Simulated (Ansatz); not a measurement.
# Phonons of YIn (Pm-3m) against volume, part 2 of 2

Does YIn (Pm-3m) expand much on heating, by its phonons?

Ansatz 0.2.0; DFT PBEsol, scalar-relativistic, plane waves, PAW; PAW set soft_1.

So far, highest frequency on the path or at a solved wavevector (cm⁻¹): step 2 (the dispersion) 188; step 4 (phonons at the other volume, volume ratio 0.97) 198.

### 5. Relaxing at another volume, volume ratio 1.03

The volume is scaled by 1.03 and held; symmetry leaves nothing to relax, so this is a single point. The modes can then be followed against volume.

File input.yaml:

```yaml
crystal:
  lattice:
    - [3.7422705922, 0.0, 0.0]
    - [0.0, 3.7422705922, 0.0]
    - [0.0, 0.0, 3.7422705922]
  atoms:
    - { symbol: "Y", position: [0.5, 0.5, 0.5] }
    - { symbol: In, position: [0.0, 0.0, 0.0] }
kpoints:
  mp_grid: { grid: [12, 12, 12] }
hamiltonian:
  xc: pbesol
  pseudopotentials: { kind: paw, azcp: { folder: soft_1 }, xc_functional: pbe }
scf:
  occupations: { method: methfessel_paxton, width: 0.2 }
output:
  forces: true
  stress: true
  eigenvalues: true
```

Launch:

```console
ansatz run input.yaml --threads 4 --pin off --max-ram 10240MiB --backend cpu --events-out ev --progress --plain --runs-dir out
```

Numbers of over 12 decimals in the logs are rounded to 6 here.

The log of the run:

```text
[...]
Crystal: 2 atoms, lattice volume = 52.409 Å³
Basis set: ecut = 420 eV, 1021 PW (Γ), exchange–correlation on 54×54×54 points (8 copies of the dense FFT grid, shifted against one another)
Bands: 16, of which v1, the nominal top of the filled ones, is band 12 counted from 1 (11 counted from 0)
Symmetry: 48 space group operations
[...]
k-points: 84 of 1728
[...]
--- Band table (eV; the first three rows and the last of 84) ---
  k-point 0: bands = [... 8 lower, -2.9488, 3.2234, 10.9836, 10.9836, 14.3209, 14.3209, 14.3209, 14.8276]
  k-point 1: bands = [... 8 lower, -2.9483, 3.3137, 10.8885, 11.0090, 13.8081, 13.8081, 14.0460, 14.8305]
  k-point 2: bands = [... 8 lower, -2.9468, 3.5799, 10.4659, 11.0810, 13.1899, 13.1899, 13.7751, 14.8386]
  k-point 83: bands = [... 8 lower, -2.8228, 8.7788, 8.7938, 8.7938, 8.7938, 15.0979, 15.0979, 15.0979]
[key lines of the parts left out:]
SCF converged after 7 iterations
Free energy (F): -9321.671670 eV
Fermi energy:    11.324686 eV
P = ⅓ Tr σ = -1.7609 GPa (-17.609 kbar)
```

The job ended after 1.4 s (4 threads of Arm Neoverse V1, shared host; peak memory 0.37 GiB).

This step gave:

```yaml
pressure: -1.761 GPa
volume_per_atom: 26.20 Å³
```

The run ends at a pressure of -1.76 GPa.

### 6. Phonons at the other volume, volume ratio 1.03

The phonons are repeated at this volume on the same k and q meshes.

input.yaml: that of step 5 with these lines changed.

```diff
@@ -16,4 +16,11 @@
 output:
-  forces: true
-  stress: true
   eigenvalues: true
+phonons:
+  method: dfpt
+  qmesh: [4, 4, 4]
+  temperatures: { t_max: 1000, t_step: 50 }
+  qpath:
+    path:
+      - [[0.0, 0.0, 0.0], [0.0, 0.5, 0.0], [0.5, 0.5, 0.0], [0.0, 0.0, 0.0], [0.5, 0.5, 0.5], [0.0, 0.5, 0.0]]
+      - [[0.5, 0.5, 0.5], [0.5, 0.5, 0.0]]
+    npoints: 10
```

The log of the run:

```text
[...]
Crystal: 2 atoms, lattice volume = 52.409 Å³
Basis set: ecut = 420 eV, 1021 PW (Γ), exchange–correlation on 54×54×54 points (8 copies of the dense FFT grid, shifted against one another)
Bands: 16, of which v1, the nominal top of the filled ones, is band 12 counted from 1 (11 counted from 0)
Symmetry: 48 space group operations
k-points: 84 of 1728
[...]
k-point 83: bands = [... 8 lower, -2.8227, 8.7789, 8.7938, 8.7938, 8.7938, 15.0979, 15.0979, 15.0979]
[...]
ASR residual: 7.185e-5 → 0.000e0 eV/Å²; symmetrization residual: 3.848e-5 eV/Å²
  ASR residual per site (eV/Å²): 7.19e-5 5.30e-5
  Γ frequencies (cm⁻¹): 0.00 0.00 0.00 125.49 125.49 125.49
--- Phonons (arbitrary-q DFPT): 10 irreducible q on the 4×4×4 mesh ---
[...]
interpolated dispersion: 62 rows × 6 modes
[...]
[key lines of the parts left out:]
SCF converged after 9 iterations
Free energy (F): -9321.671670 eV
Fermi energy:    11.324683 eV
```

The job ended after 6.7 min (4 threads; peak memory 2.2 GiB; 26 min of CPU time).

Numbers from this step:

```
sum-rule residual before enforcement                    : 7.19e-5 eV/Å²
highest frequency on the path or at a solved wavevector : 177.7 cm⁻¹
mean frequency                                          : 103.5 cm⁻¹
Debye temperature (second moment)                       : 207 K
logarithmic mean frequency                              : 94.1 cm⁻¹
highest optical mode at the zone centre (no LO-TO term) : 125.5 cm⁻¹
lowest optical zone-centre mode                         : 125.5 cm⁻¹
lowest mode on the q mesh (acoustic modes at Γ apart)   : 25.69 cm⁻¹
zero-point energy per atom                              : 19.25 meV
heat capacity at 300 K                                  : 24.36 J/(mol atoms K)
vibrational entropy at 300 K                            : 45.09 J/(mol atoms K)
```

Frequencies (cm⁻¹) solved at each irreducible wavevector; negative means imaginary. Frequencies by wavevector, by row:

```tsv
q in reciprocal lattice units	star	mode 1	mode 2	mode 3	mode 4	mode 5	mode 6
0 0 0	1	0	0	0	125.5	125.5	125.5
0 0 0.25	6	55.6	55.6	66.9	117.8	117.8	140.9
0 0 -0.5	3	85.1	85.1	103.2	103.2	108.8	150.5
0 0.25 0.25	12	25.7	68.6	97.8	109	125.8	154.6
0 0.25 -0.5	12	61.7	67	87.5	92.7	154	165.6
0 -0.5 -0.5	3	33.4	33.4	87.3	91.6	177.7	177.7
0.25 0.25 0.25	8	58.4	58.4	80.8	140.6	143.9	143.9
0.25 0.25 -0.5	12	48.8	71.4	90.4	118.5	152.7	166.8
0.25 -0.5 -0.5	6	71.9	71.9	102	121.9	164.8	164.8
-0.5 -0.5 -0.5	1	118.2	118.2	118.2	138	138	138
```

The highest optical mode at the zone centre (no LO-TO term) is 125.5 cm⁻¹, -7.4 cm⁻¹ against the base run.

### 7. Grüneisen parameters

The Grüneisen parameter of a mode is minus the logarithmic change of its frequency with volume, −d ln ω / d ln V; weighted by heat capacity it gives the expansion.

Numbers from this step:

* bulk modulus: 63.7 GPa

Phonon branches along the path, in cm⁻¹:

```tsv
point	branch 1	branch 2	branch 3	branch 4	branch 5	branch 6
Γ	0	0	0	133	133	133
halfway	59	59	71	125	125	149
X	90	90	110	110	114	159
halfway	64	70	92	99	163	175
M	30	30	93	96	188	188
halfway	25	73	103	116	134	163
Γ	0	0	0	133	133	133
halfway	62	62	84	149	152	152
R	124	124	124	147	147	147
halfway	50	75	96	127	162	176
X	90	90	110	110	114	159
jump to R	124	124	124	147	147	147
halfway	75	75	107	130	175	175
M	30	30	93	96	188	188
```

The same for volume x 0.97:

```tsv
point	branch 1	branch 2	branch 3	branch 4	branch 5	branch 6
Γ	0	0	0	141	141	141
X	96	96	117	117	120	167
M	26	26	98	101	198	198
Γ	0	0	0	141	141	141
R	130	130	130	157	157	157
X	96	96	117	117	120	167
R	130	130	130	157	157	157
M	26	26	98	101	198	198
```

The same for volume x 1.03:

```tsv
point	branch 1	branch 2	branch 3	branch 4	branch 5	branch 6
Γ	0	0	0	126	126	126
X	85	85	103	103	109	150
M	33	33	87	92	178	178
Γ	0	0	0	126	126	126
R	118	118	118	138	138	138
X	85	85	103	103	109	150
R	118	118	118	138	138	138
M	33	33	87	92	178	178
```

The first set of phonon branches as a text plot (rows in cm⁻¹):

```
    194 |
    186 |            *****                                    ***
    177 |           **   **                        ***       *
    169 |         ***     ***              **     *   *     *
    161 |      ***           *           **      ****  *** *
    153 |   ***    *       ** *         ******  *    *    *
    144 |         *            *     ***      *****   *   **
    136 |***                 *  *****              *   *    *
    128 | ***                 ***  **  *      **    *   *    *
    120 |    **  *           **      **      *  **   **   **
    111 |      ***         **                *    *    ***  * *
    103 |        ***      *  *              *    * *       * ***
     95 |     *   ******** ** *      ***    *       **  *      **
     87 |    * ****      **             *  *      *   ****  *
     78 |     *    *      ***  *           *      ******     *
     70 |   **     *         *      *    **
     62 |   *       *    *    *         *          *  *
     54 |           **         **      *            **        *
     45 |  *         **
     37 |  *          * *       *  * **                        *
     29 | *            *******   *  *                           *
     21 |                     *  *
     12 |*                     *   *
      4 |                       ***
         Γ      X      M          Γ            R        X|R     M
```

Mode Grueneisen parameter -dln(w)/dln(V), modes matched by rank; at Γ the acoustic branches take the value of a neighbouring point of the path. The mode Grüneisen parameters at the labelled points ():

```tsv
point	branch 1	branch 2	branch 3	branch 4	branch 5	branch 6
Γ	1.69	1.69	2.05	1.90	1.90	1.90
halfway	1.82	1.82	1.79	2.01	2.01	1.78
X	1.96	1.96	2.09	2.09	1.56	1.72
halfway	1.22	1.34	1.82	2.09	1.87	1.80
M	-4.05	-4.05	1.94	1.68	1.81	1.81
halfway	-0.46	2.08	1.65	2.09	1.98	1.81
Γ	1.26	1.76	1.96	1.90	1.90	1.90
halfway	1.89	1.89	1.42	1.97	1.91	1.91
R	1.56	1.56	1.56	2.18	2.18	2.18
halfway	1.03	1.47	2.01	2.38	1.88	1.79
X	1.96	1.96	2.09	2.09	1.56	1.72
jump to R	1.56	1.56	1.56	2.18	2.18	2.18
halfway	1.40	1.40	1.68	2.02	1.94	1.94
M	-4.05	-4.05	1.94	1.68	1.81	1.81
```

The mode Grüneisen parameters as a text plot (rows in , shown from -4.0 to 2.3 only):

```
   2.13 |*  *********      *****   **  *    ******* **********
   1.87 |************************************    *********  *****
   1.61 |*   **** **  ***  ***       *** ** ******** ************
   1.34 |                 *       ***   *  *       ** *      *
   1.08 |                                           **
   0.82 |           *
   0.55 |                *
   0.29 |            *                                        *
   0.03 |            *
  -0.23 |
  -0.50 |                  ***
  -0.76 |                     *
  -1.02 |             *                                        *
  -1.29 |             * * *
  -1.55 |
  -1.81 |                      *
  -2.08 |                *
  -2.34 |
  -2.60 |
  -2.87 |                                                       *
  -3.13 |
  -3.39 |               *
  -3.66 |
  -3.92 |              *
         Γ      X      M          Γ            R        X|R     M
```

(dS/dlnV)/C_V. Thermodynamic Grueneisen parameter against temperature:

```tsv
temperature (K)	thermodynamic Grueneisen parameter
50	1.53
100	1.65
150	1.67
200	1.68
250	1.68
300	1.68
350	1.68
400	1.69
450	1.69
500	1.69
550	1.69
600	1.69
650	1.69
700	1.69
750	1.69
800	1.69
850	1.69
900	1.69
950	1.69
1000	1.69
```

Gamma C_V/(B V) at the static volume. Table of volume expansion by temperature:

```tsv
temperature (K)	volume expansion (1e-6/K)
50	19.3
100	33.8
150	38.5
200	40.4
250	41.4
300	41.9
350	42.2
400	42.4
450	42.6
500	42.7
550	42.8
600	42.8
650	42.9
700	42.9
750	42.9
800	43.0
850	43.0
900	43
950	43.0
1000	43.0
```

### 8. Summary of results

```
bulk modulus                               : 63.7 GPa
thermodynamic Grüneisen parameter at 300 K : 1.684
volume expansion at 300 K, estimated       : 41.91 × 10⁻⁶ K⁻¹
```

In words: By this estimate the volume grows by 41.9 × 10⁻⁶ per kelvin at 300 K. The highest optical mode at Γ goes from 141 to 125 cm⁻¹ as the cell grows, a Grüneisen parameter of 1.90. Mode parameters on the path run from -4.2 to 2.4, with a median of 1.9. Modes with negative values stiffen as the cell grows and pull against the expansion. Branches are matched by rank, so values near crossings are rough. The expansion is the Grüneisen estimate at the static volume, with the static bulk modulus. With no gap, or one that is small against the smearing, the frequencies hang on the k mesh and the smearing, most of all near Kohn anomalies. The PAW files were made for PBE and serve the other functionals too.

[Logs are printed without paths, hosts, clocks, repeated set-up lines and the standing remarks that a program may print on its own settings, such as how far it seeks lower states.]

[Hosts, paths, dates, database ids (printed as entryN), source tags and the programs' standing remarks are cut or masked in the printed files.]
